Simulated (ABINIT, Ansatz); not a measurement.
# Quasiparticle gap of CsGeCl3 (R3m) in ABINIT

Wanted: ground state, empty states, screening and self-energy for CsGeCl3 (R3m).

Calculated with ABINIT 10.8.3; LDA and many-body steps on it, plane waves.

This is a report of a sequence of runs, with most program output left out.

### Step 1. The starting structure

Symmetry: R3m, No. 160, trigonal system. The conventional cell has a = 7.694 Å, b = 7.694 Å, c = 9.535 Å, α = 90.00°, β = 90.00°, γ = 120.00°. Nearest to Cs lie 12 Cl at 3.86 to 3.90 Å. Nearest to Ge lie 3 Cl at 2.37 Å. Nearest to Cl lie 2 Ge at 2.37 to 3.10 Å and 4 Cs at 3.86 to 3.90 Å. Farther neighbours and most contacts between anions are not listed.

The cell and positions are those that the Materials Project relaxed with its own functionals (PBE, PBE+U or r2SCAN), kept fixed. Spin-orbit coupling is left out unless a step names it.

### Step 2. Ground state

This step: ABINIT 10.8.3; DFT, LDA, plane waves, norm-conserving pseudopotentials.

The ground-state density comes first.

The input, run.abi:

```
acell 3*1.0 Angstrom
rprim 
  3.846816390705 2.220960478697 3.178300533600
  -3.846816390705 2.220960478697 3.178300533600
  0.000000000000 -4.441920957394 3.178300533600
ntypat 3
znucl 55 32 17
natom 5
typat 1 2 3 3 3
xred 
  0.998403350000 0.998403350000 0.998403350000
  0.515533150000 0.515533150000 0.515533150000
  0.496712670000 0.496712670000 0.948638170000
  0.496712670000 0.948638170000 0.496712670000
  0.948638170000 0.496712670000 0.496712670000
pp_dirpath "pseudos"
pseudos "Cs.upf, Ge.upf, Cl.upf"
ecut 56
ngkpt 4 4 4
nshiftk 1
shiftk 0 0 0
kptopt 1
chksymbreak 0
nband 32
occopt 1
tolvrs 1e-08
nstep 60
prtwf 0
optforces 0
optstress 0
indata_prefix "in"
outdata_prefix "out"
tmpdata_prefix "tmp"
```

Started as:

```
$ OMP_NUM_THREADS=1 mpirun -n 13 abinit run.abi > log
```

Run time: 55 s. Hardware: 13 MPI ranks of Arm Neoverse V1, shared host; peak memory 2 GiB.

This step gave:

```
total energy               : -9587.4849 eV
gap                        : 1.977 eV
k of the valence top       : 0.5, 0.5, 0.5
k of the conduction bottom : 0.5, 0.5, 0.5
least direct gap           : 1.977 eV
```

The gap is direct, at (0.500, 0.500, 0.500).

### Step 3. Bands along the symmetry lines

The cheap functional maps the bands first; the places of the edges decide which points the dearer methods must see.

Edit run.abi of step 2 so:

```diff
@@ -18,14 +18,45 @@
 ecut 56
-ngkpt 4 4 4
-nshiftk 1
-shiftk 0 0 0
-kptopt 1
-chksymbreak 0
-nband 32
-occopt 1
-tolvrs 1e-08
-nstep 60
+iscf -2
+irdden 1
+kptopt 0
+nkpt 31
+kpt 
+  0.00000000 0.00000000 0.00000000
+  0.12500000 0.12500000 0.12500000
+  0.25000000 0.25000000 0.25000000
+  0.37500000 0.37500000 0.37500000
+  0.50000000 0.50000000 0.50000000
+  0.50194906 0.49805094 0.50000000
+  0.50389812 0.49610188 0.50000000
+  0.50584718 0.49415282 0.50000000
+  0.50779624 0.49220376 0.50000000
+  0.50000000 -0.49220376 0.49220376
+  0.50000000 -0.36915282 0.36915282
+  0.50000000 -0.24610188 0.24610188
+  0.50000000 -0.12305094 0.12305094
+  0.50000000 0.00000000 0.00000000
+  0.37500000 0.00000000 0.00000000
+  0.25000000 0.00000000 0.00000000
+  0.12500000 0.00000000 0.00000000
+  0.00000000 0.00000000 0.00000000
+  0.12402547 -0.12402547 0.00000000
+  0.24805094 -0.24805094 0.00000000
+  0.37207641 -0.37207641 0.00000000
+  0.49610188 -0.49610188 -0.00000000
+  0.50389812 0.00000000 0.49610188
+  0.50292359 0.00000000 0.49707641
+  0.50194906 0.00000000 0.49805094
+  0.50097453 0.00000000 0.49902547
+  0.50000000 0.00000000 0.50000000
+  0.37500000 0.00000000 0.37500000
+  0.25000000 0.00000000 0.25000000
+  0.12500000 0.00000000 0.12500000
+  0.00000000 0.00000000 0.00000000
+istwfk *1
+nband 33
+nbdbuf 2
+tolwfr 1e-08
+nstep 40
 prtwf 0
-optforces 0
-optstress 0
+prtvol 0
 indata_prefix "in"
```

Started as:

```
$ OMP_NUM_THREADS=1 mpirun -n 16 abinit run.abi > log
```

Wall time 52 s (16 MPI ranks); peak memory 2 GiB; 14 min of CPU time.

This step gave:

| Item | Value |
| --- | --- |
| gap | 1.975 eV |
| k of the valence top | 0.5, 0.5, 0.5 |
| k of the conduction bottom | 0.5078, 0.4922, 0.5 |
| least direct gap | 1.977 eV |

The gap is 1.975 eV, −0.002 eV from the run before at this level.

Electronic bands along the path, in eV, zero at the top of the highest filled band:

| point | band 23 | band 24 | band 25 | band 26 | band 27 | band 28 | band 29 | band 30 |
| --- | --- | --- | --- | --- | --- | --- | --- | --- |
| Γ | -2.59 | -2.49 | -2.49 | -2.30 | 3.22 | 4.10 | 4.10 | 4.82 |
| halfway | -2.43 | -2.43 | -2.38 | -1.67 | 3.66 | 3.66 | 3.79 | 4.59 |
| T | -2.21 | -2.21 | -2.15 | 0.00 | 1.98 | 1.98 | 2.00 | 5.07 |
| halfway | -2.21 | -2.21 | -2.15 | 0.00 | 1.98 | 1.98 | 2.00 | 5.07 |
| H2 | -2.21 | -2.21 | -2.15 | 0.00 | 1.98 | 1.98 | 2.00 | 5.07 |
| jump to H0 | -2.21 | -2.21 | -2.15 | 0.00 | 1.98 | 1.98 | 2.00 | 5.07 |
| halfway | -2.56 | -2.46 | -2.33 | -1.04 | 2.40 | 3.59 | 3.73 | 5.09 |
| L | -2.73 | -2.62 | -2.60 | -1.57 | 2.82 | 4.54 | 5.03 | 5.18 |
| halfway | -2.68 | -2.60 | -2.53 | -2.06 | 3.77 | 4.23 | 4.51 | 4.59 |
| Γ | -2.59 | -2.49 | -2.49 | -2.30 | 3.22 | 4.10 | 4.10 | 4.82 |
| halfway | -2.80 | -2.56 | -2.49 | -1.77 | 3.83 | 4.03 | 4.50 | 4.89 |
| S0 | -2.68 | -2.66 | -2.19 | -0.74 | 2.36 | 2.46 | 4.87 | 5.39 |
| jump to S2 | -2.68 | -2.66 | -2.19 | -0.74 | 2.36 | 2.46 | 4.87 | 5.39 |
| halfway | -2.68 | -2.66 | -2.19 | -0.74 | 2.36 | 2.46 | 4.87 | 5.39 |
| F | -2.68 | -2.66 | -2.19 | -0.74 | 2.36 | 2.46 | 4.87 | 5.39 |
| halfway | -2.67 | -2.56 | -2.39 | -1.85 | 3.92 | 3.93 | 4.30 | 4.89 |
| Γ | -2.59 | -2.49 | -2.49 | -2.30 | 3.22 | 4.10 | 4.10 | 4.82 |

### Step 4. Empty states on the mesh, 2×2×2 mesh, 562 bands

The sums over transitions need many empty states on a uniform mesh; this step solves for them.

The input, run.abi:

```
acell 3*1.0 Angstrom
rprim 
  3.846816390705 2.220960478697 3.178300533600
  -3.846816390705 2.220960478697 3.178300533600
  0.000000000000 -4.441920957394 3.178300533600
ntypat 3
znucl 55 32 17
natom 5
typat 1 2 3 3 3
xred 
  0.998403350000 0.998403350000 0.998403350000
  0.515533150000 0.515533150000 0.515533150000
  0.496712670000 0.496712670000 0.948638170000
  0.496712670000 0.948638170000 0.496712670000
  0.948638170000 0.496712670000 0.496712670000
pp_dirpath "pseudos"
pseudos "Cs.upf, Ge.upf, Cl.upf"
ecut 56
ngkpt 2 2 2
nshiftk 1
shiftk 0 0 0
kptopt 1
chksymbreak 0
iscf -2
irdden 1
istwfk *1
nband 562
nbdbuf 50
tolwfr 1e-09
nstep 60
prtvol 0
indata_prefix "in"
outdata_prefix "out"
tmpdata_prefix "tmp"
```

Started as:

```
$ OMP_NUM_THREADS=4 mpirun -n 4 abinit run.abi > log
```

It took 8 min on 4 MPI ranks; peak memory 1.6 GiB.

Numbers from this step:

| Property | Result |
| --- | --- |
| gap | 1.977 eV |
| k of the valence top | 0.5, 0.5, 0.5 |
| k of the conduction bottom | 0.5, 0.5, 0.5 |
| least direct gap | 1.977 eV |
| k points computed | 4 |
| lowest point of the top converged band, above the valence top | 111.7640 eV |

On this mesh the gap is 1.977 eV.

### Step 5. Screening, 2×2×2 mesh, 512 bands, screening to 217.7 eV

The RPA dielectric matrix is built and inverted for each q.

This step: RPA screening on LDA, plane waves, norm-conserving pseudopotentials.

Edit run.abi of step 4 so:

```diff
@@ -23,10 +23,11 @@
 chksymbreak 0
-iscf -2
-irdden 1
 istwfk *1
-nband 562
-nbdbuf 50
-tolwfr 1e-09
-nstep 60
-prtvol 0
+occopt 1
+irdwfk 1
+optdriver 3
+nband 512
+ecuteps 8
+inclvkb 2
+awtr 1
+symchi 1
 indata_prefix "in"
```

Started as:

```
$ OMP_NUM_THREADS=1 mpirun -n 16 abinit run.abi > log
```

The job ended after 3.5 min (16 MPI ranks; peak memory 13 GiB; 56 min of CPU time).

This step gave:

```
ε∞ with local fields, on this mesh, along the program's q direction : 5.965
the same without local fields                                       : 7.237
plasma frequency                                                    : 20.98 eV
plane waves in the screening matrix                                 : 1207
```

Local fields lower ε∞ by 18 %. On a Γ-centred mesh this coarse the value itself is usually too large, while a short band sum pulls it down.

### Step 6. Self-energy, 2×2×2 mesh, 512 bands, screening to 217.7 eV

The self-energy is evaluated for the states that the input lists, and the levels follow from it, in one-shot runs by the linearised quasiparticle equation.

This step: G0W0 on LDA, plane waves, norm-conserving pseudopotentials.

Edit run.abi of step 5 so:

```diff
@@ -26,8 +26,17 @@
 irdwfk 1
-optdriver 3
+optdriver 4
 nband 512
+gwcalctyp 0
+ecutsigx 56
+symsigma 1
+nkptgw 2
+kptgw 
+  0.5000000000 0.5000000000 0.5000000000
+  0.0000000000 0.0000000000 0.0000000000
+bdgw 
+  25 28
+  24 29
 ecuteps 8
-inclvkb 2
-awtr 1
-symchi 1
+irdscr 1
+ppmodel 1
 indata_prefix "in"
```

Elapsed: 94 s, on 16 MPI ranks; peak memory 13 GiB.

Numbers from this step:

| Property | Result |
| --- | --- |
| G0W0 gap on the points computed | 3.722 eV |
| starting gap on the mesh | 1.977 eV |
| k of the valence top | 0.5, 0.5, 0.5 |
| k of the conduction bottom | 0.5, 0.5, 0.5 |
| Z at the valence top | 0.784 |
| Z at the conduction bottom | 0.806 |
| least direct G0W0 gap on the computed points | 3.722 eV |

The gap on the mesh goes from 1.98 eV to 3.72 eV, a correction of +1.74 eV.

Limits: finite bands, cutoff and mesh; no spin-orbit coupling; coarse k mesh. v1 is the top filled band, c1 the lowest empty one. The levels before and after the correction (eV, zero at the valence-band top of each column):

```csv
,conduction bottom,valence top
Kohn-Sham,1.98,0.00
G0W0,3.72,0.00
```

```
                         level  energy (eV)
Kohn-Sham     (0.5 0.5 0.5) v2       -2.149
Kohn-Sham     (0.5 0.5 0.5) v1        0.000
Kohn-Sham  (0.5 0.5 0.5) c1-c2        1.977
     G0W0     (0.5 0.5 0.5) v2       -2.699
     G0W0     (0.5 0.5 0.5) v1        0.000
     G0W0  (0.5 0.5 0.5) c1-c2        3.722
```

### Step 7. Where the time went

Times are wall times on the hardware named with each run, good to a factor of about two.

```csv
step,time,share,memory (GiB)
ground state,55 s,6 %,2.0
bands along the symmetry lines,52 s,6 %,2.0
empty states on the mesh,8 min,54 %,1.6
screening,3.5 min,23 %,13
self-energy,94 s,11 %,13
```

### Step 8. Results

| Property | Result |
| --- | --- |
| LDA gap | 1.98 eV, indirect (only 2 meV under the direct gap) |
| G0W0 gap on the mesh | 3.72 eV |
| GW settings | 2×2×2 mesh, 512 bands, screening to 217.7 eV, Godby-Needs plasmon pole |
| known limits | not at the basis limit; no spin-orbit coupling; coarse k mesh |

What this shows: G0W0 moves the gap on the mesh from 1.98 eV to 3.72 eV (+1.74 eV), with Z of 0.78 and 0.81 at the edges. Local fields lower the RPA ε∞ on this mesh from 7.24 to 5.96; a Γ-centred mesh this coarse tends to raise both, most where the direct gap is narrow, while a short band sum lowers them. Only 2 of the mesh's irreducible points were corrected, so a valley elsewhere could overtake. The dearest step here is «empty states on the mesh». Bands and cutoff are finite, so the gap is not at the basis limit. The miss can reach some tenths of an eV and take either sign; the mesh is an error of its own. In the G0W0 run levels were corrected at 2 k points alone, so a gap called «on the mesh» is the least over those, and an edge elsewhere would be missed. The 2×2×2 mesh is coarse for this cell, which bears on the long-range parts of exchange and screening. The many-body steps are scalar-relativistic: spin-orbit coupling is not in them.

[Paths, hosts, dates, memory and timing lines, banners, echoed tables and standing remarks are left out of the program output.]

[Logs are printed without paths, hosts, clocks, repeated set-up lines and the standing remarks that a program may print on its own settings, such as how far it seeks lower states.]

[Runs of the session that timed out or met a known fault of the program may be left out.]

[Hosts, paths, dates, database ids (printed as entryN), source tags and the programs' standing remarks are cut or masked in the printed files.]

[G0W0 gaps are taken among the corrected bands and points alone; a level outside them can change the order at an edge.]

[Where Ansatz stands beside ABINIT at settings called matched, ABINIT's density can come from a denser mesh and the files from another edition; pairs whose starting gaps differed by over 0.03 eV were left out, so agreement reads better than it is.]
